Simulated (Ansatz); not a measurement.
# A hypothetical structure for LaZn5Cu, part 2 of 2

Starting from a made-up structure for LaZn5Cu, the aim is the relaxed cell, its shortest contacts and, where a second run follows, its electronic structure.

Ansatz 0.2.0; DFT, PBEsol, plane-wave PAW, files of the set soft_1, scalar-relativistic, ferromagnetic start, cell and ions relaxed at zero pressure; PAW set soft_1 (the session's first sound run).

So far: Set-up; Relaxing cell and atoms. The relaxed cell has a = 4.325, c = 6.886 Å (conventional setting).

### 3. Electronic structure of the relaxed cell

With the geometry fixed, one more self-consistent run, with a narrower smearing and the mesh shown in its input, gives the bands, and its pressure, and its forces where symmetry allows any, show how far the geometry depends on these settings.

This step: DFT, PBEsol, plane-wave PAW, files of the set soft_1, scalar-relativistic, no spin, bands and density of states at the relaxed cell; PAW set soft_1 (Ansatz 0.2.0).

Input file input.yaml:

```yaml
crystal:
  lattice:
    - [4.3251464486, 0.0, 0.0]
    - [0.0, 4.3251464486, 0.0]
    - [0.0, 0.0, 6.8859093108]
  atoms:
    - { symbol: La, position: [0.0, 0.0, 0.0] }
    - { symbol: Zn, position: [0.0, 0.5, 0.6857377692] }
    - { symbol: Zn, position: [0.5, 0.0, 0.3142622308] }
    - { symbol: Zn, position: [0.0, 0.5, 0.3142622308] }
    - { symbol: Zn, position: [0.5, 0.0, 0.6857377692] }
    - { symbol: Zn, position: [0.5, 0.5, 0.0] }
    - { symbol: Cu, position: [0.0, 0.0, 0.5] }
kpoints:
  mp_grid: { grid: [8, 8, 6] }
  band_path:
    path:
      - [[0.0, 0.0, 0.0], [0.0, 0.5, 0.0], [0.5, 0.5, 0.0], [0.0, 0.0, 0.0], [0.0, 0.0, 0.5], [0.0, 0.5, 0.5], [0.5, 0.5, 0.5], [0.0, 0.0, 0.5]]
      - [[0.0, 0.5, 0.0], [0.0, 0.5, 0.5]]
      - [[0.5, 0.5, 0.0], [0.5, 0.5, 0.5]]
    npoints: 8
scf:
  occupations: { method: fermi_dirac, width: 0.03 }
  n_extra_bands: 11
hamiltonian:
  xc: pbesol
  pseudopotentials: { kind: paw, azcp: { folder: soft_1 }, xc_functional: pbe }
output:
  forces: true
  stress: true
  write_bands: true
  dos: { projected: true }
  write_density: true
  write_potential: true
  elf: true
  volumetric_format: npy
```

Command:

```bash
> ansatz run input.yaml --threads 4 --pin off --max-ram 10240MiB --backend cpu --events-out ev --progress --plain --runs-dir out
```

Numbers of over 12 decimals in the logs are rounded to 6 here.

Log:

```text
La: projections on atomic orbitals take those of the free atom [Kr 4d10] 4f0 5s2 5p6 5d1 6s2, of charge +0.00 (hamiltonian.pseudopotentials.projection_atoms); the dataset's partial waves leave at most 1.9e-5 of an orbital's norm unspanned inside its sphere
[...]
Crystal: 7 atoms, lattice volume = 128.814 Å³
Basis set: ecut = 420 eV, 2527 PW (Γ), exchange–correlation on 60×60×96 points (8 copies of the dense FFT grid, shifted against one another)
Bands: 56, of which v1, the nominal top of the filled ones, is band 45 counted from 1 (44 counted from 0)
Symmetry: 16 space group operations
[...]
k-points: 60 of 384
[...]
SCF iter   1: F=—  HF=-29192.994299 eV  |F-HF|=—  |Δ(HF+E_count)|=         —  Δρ=1.02e0  dr2=1.87e3  ethr=3.10e-3  ⟨swp⟩=6.0  Hψ=13218  notcnv=0
[...]
SCF iter  17: F=-29155.134919 eV  HF=-29155.134919 eV  |F-HF|=5.53e-8  |Δ(HF+E_count)|=   4.46e-8  Δρ=7.64e-6  dr2=5.50e-8  ethr=1.11e-10  ⟨swp⟩=15.0  Hψ=25740  notcnv=0
SCF 1 converged in 17 iterations: F = -29155.134919 eV  dr2 = 5.50e-8
[...]
NSCF: frozen V_eff on 75 k-points
SCF converged after 17 iterations
Free energy (F): -29155.134919 eV
[...]
Internal energy: -29155.118374 eV  (E = F + TS)
E sigma→0 (E₀):  -29155.126646 eV
Entropy (-TS):   -0.016544 eV (-2.363 meV/atom)
Fermi energy:    10.399694 eV
[...]
--- Forces (eV/Å), atoms counted from 1 ---
  atom   1  La    -0.00000000     0.00000000     0.00000000
  atom   2  Zn    -0.00000000     0.00000000    -0.02371801
  atom   3  Zn     0.00000000     0.00000000     0.02371801
  atom   4  Zn    -0.00000000     0.00000000     0.02371801
  atom   5  Zn     0.00000000     0.00000000    -0.02371801
  atom   6  Zn     0.00000000    -0.00000000     0.00000000
  atom   7  Cu     0.00000000     0.00000000     0.00000000
  max |Σ_I F_I| component: 6.94e-18 eV/Å
--- Stress (GPa, compression-positive) ---
        0.071847       0.000000       0.000000
        0.000000       0.071847       0.000000
        0.000000       0.000000      -0.376727
  P = ⅓ Tr σ = -0.0777 GPa (-0.777 kbar)
--- Band table (eV; the first three rows and the last of 60) ---
  k-point 0: bands = [... 41 lower, 9.3656, 10.1968, 10.1968, 11.5619, 11.6034, 11.6034, 12.1051, 12.4122, ... 7 higher]
  k-point 1: bands = [... 41 lower, 9.3609, 10.0256, 10.0256, 11.2623, 11.5481, 11.7681, 11.7681, 12.4411, ... 7 higher]
  k-point 2: bands = [... 41 lower, 9.3508, 9.7610, 9.7610, 10.5268, 10.9561, 11.9725, 11.9725, 12.7388, ... 7 higher]
  k-point 59: bands = [... 41 lower, 7.5392, 8.7095, 8.9319, 9.1868, 9.1868, 10.7128, 10.7128, 12.6943, ... 7 higher]
```

It took 17 s on 4 threads of AMD EPYC 7B13 (Zen 3), shared host; peak memory 0.85 GiB.

Numbers from this step:

```
free energy             : -29155.1349 eV
energy at zero smearing : -29155.1266 eV
smearing term TS        : 0.01654 eV
Fermi energy            : 10.40 eV
pressure                : -0.07768 GPa
```

From bands.tsv, the bands that come nearest the Fermi level along the path, at its corners, in eV from the Fermi level:

```
point  band 42  band 43  band 44  band 45  band 46  band 47  band 48  band 49
    Γ    -1.03    -0.20    -0.20     1.16     1.20     1.20     1.71     2.01
    X    -2.35    -2.23    -2.09     0.00     1.46     1.91     2.03     2.18
    M    -2.89    -1.57    -1.57    -0.67    -0.08     0.36     0.36     0.67
    Γ    -1.03    -0.20    -0.20     1.16     1.20     1.20     1.71     2.01
    Z    -1.05    -0.75    -0.75    -0.52     0.45     1.64     1.64     2.42
    R    -2.86    -0.56    -0.47     0.09     0.48     0.80     1.39     2.37
    A    -2.86    -1.69    -1.47    -1.21    -1.21     0.31     0.31     2.29
    Z    -1.05    -0.75    -0.75    -0.52     0.45     1.64     1.64     2.42
    X    -2.35    -2.23    -2.09     0.00     1.46     1.91     2.03     2.18
    R    -2.86    -0.56    -0.47     0.09     0.48     0.80     1.39     2.37
    M    -2.89    -1.57    -1.57    -0.67    -0.08     0.36     0.36     0.67
    A    -2.86    -1.69    -1.47    -1.21    -1.21     0.31     0.31     2.29
```

States per cell as run, both spins, in windows of 1 eV, from dos.tsv (zero at the Fermi level):

| from | to | total |
| --- | --- | --- |
| -8 | -7 | 20.80 |
| -7 | -6 | 30.45 |
| -6 | -5 | 1.42 |
| -5 | -4 | 2.94 |
| -4 | -3 | 8.62 |
| -3 | -2 | 3.39 |
| -2 | -1 | 2.93 |
| -1 | 0 | 3.34 |
| 0 | 1 | 3.00 |
| 1 | 2 | 3.13 |

Below -8 eV lie 16.2 more states.

Valence density in the ac plane at fractional y = 0.000, with atoms of La and Zn and Cu within 0.2 Å of it. It is the smooth field of the valence electrons, not physical close to the nuclei.

Ten steps, logarithmic in the rise over the least value, from '0' (0 e/Å³) to '9' (61 e/Å³), each cell a mean:
```
22210000000122
22210000000122
21100000000011
00000000000000
00000122100000
00000256510000
00001478620000
00001367520000
32100123210013
75200011000136
97310000000158
86200000000147
43100112100024
11000256410001
00001478620000
00001367520000
00000134310000
00000011000000
11000000000011
22100000000122
22210000000122
22210000000222
```
Columns run along a (4.3 Å), rows up along c (6.9 Å). Atoms in or near the plane, at fractional coordinates: La at (0.00, 0.00), Zn at (0.50, 0.31), Zn at (0.50, 0.69), Cu at (0.00, 0.50).

Electrostatic potential energy in the ac plane at fractional y = 0.000, with atoms of La and Zn and Cu within 0.2 Å of it. With pseudopotentials it is smooth inside the atoms' cores, unlike the true potential.

Ten even steps from '_' (-64 eV) to '@' (12 eV), each cell a mean:
```
**++==##@@@@@@@@@@@@%%**==++
====++%%@@@@@@@@@@@@%%##++==
++**##%%@@@@@@@@@@@@@@%%##**
%%%%@@@@@@@@%%%%%%@@@@@@%%%%
@@@@@@@@@@##++++**%%@@@@@@@@
@@@@@@@@%%==....::**@@@@@@@@
@@@@@@@@##--____..++%%@@@@@@
%%@@@@@@%%==..__::++%%@@@@@@
++**%%@@@@**====++##@@@@##**
..--**@@@@@@%%##%%@@@@%%++::
__..++%%@@@@@@@@@@@@@@##--__
__::++%%@@@@@@%%@@@@@@%%==..
--++##@@@@##**++**%%@@@@**==
##%%@@@@%%++::..--**@@@@@@%%
@@@@@@@@##--____..++%%@@@@@@
@@@@@@@@##==..__::++%%@@@@@@
@@@@@@@@%%**==--==##@@@@@@@@
%%@@@@@@@@%%####%%@@@@@@@@@@
####%%@@@@@@@@@@@@@@@@%%%%##
==++**%%@@@@@@@@@@@@@@##++==
++==++##@@@@@@@@@@@@%%**==++
%%**==**%%@@@@@@@@@@%%++==**
```
Columns run along a (4.3 Å; values clipped at the 3rd and 97th percentile), rows up along c (6.9 Å). Atoms in or near the plane, at fractional coordinates: La at (0.00, 0.00), Zn at (0.50, 0.31), Zn at (0.50, 0.69), Cu at (0.00, 0.50).

ELF in the ac plane at fractional y = 0.000, with atoms of La and Zn and Cu within 0.2 Å of it. It is the smooth field of the valence electrons, not physical close to the nuclei.

Ten even steps from '0' (0.00) to '9' (0.81), each cell a mean:
```
25983233225984
89962234323898
99732334322489
54222322232235
11122211123211
22332100012332
33432000012443
22332100012322
11232210123221
42123222233212
94123433343226
63123322333224
21233211123221
22232100013322
23432000012333
33332000012333
11232100123321
32122222222123
87522333322368
99952244323799
47983233215996
04994123226982
```
Columns run along a (4.3 Å), rows up along c (6.9 Å). Atoms in or near the plane, at fractional coordinates: La at (0.00, 0.00), Zn at (0.50, 0.31), Zn at (0.50, 0.69), Cu at (0.00, 0.50).

### 4. Outcome

```
space group, relaxed : P4/mmm
conventional cell    : a = 4.325, b = 4.325, c = 6.886 Å; α = 90.0°, β = 90.0°, γ = 90.0°
volume per atom      : 18.40 Å³ (guess 17.22)
total moment         : 0.00 μB in the cell of 7 atoms
```

LaZn5Cu relaxes to P4/mmm with a = 4.325, b = 4.325 and c = 6.886 Å. The guessed volume was 6 % too small. The space group P4/mmm was held in the relaxation, so the end point is a stationary structure within it and may be a saddle against distortions or other arrangements. The moments died out from this one start and weren't seeded again at the relaxed cell. Bands cross the Fermi level, so it is a metal or semimetal at this level. On the 8×8×6 mesh with the narrower smearing (relaxed on 6×6×4) the largest force component is 0.024 eV/Å and the largest stress component is 0.377 GPa, against the relaxation's thresholds of 0.015 eV/Å and 0.05 GPa. The cutoff wasn't tested. Spin-orbit coupling is left out, which can matter for elements this heavy. No dispersion term is used, so weakly bound directions may come out too long. Nothing here tests whether the compound is stable against decomposition.

[Logs are printed without paths, hosts, clocks, repeated set-up lines and the standing remarks that a program may print on its own settings, such as how far it seeks lower states.]

[Hosts, paths, dates, database ids (printed as entryN), source tags and the programs' standing remarks are cut or masked in the printed files.]
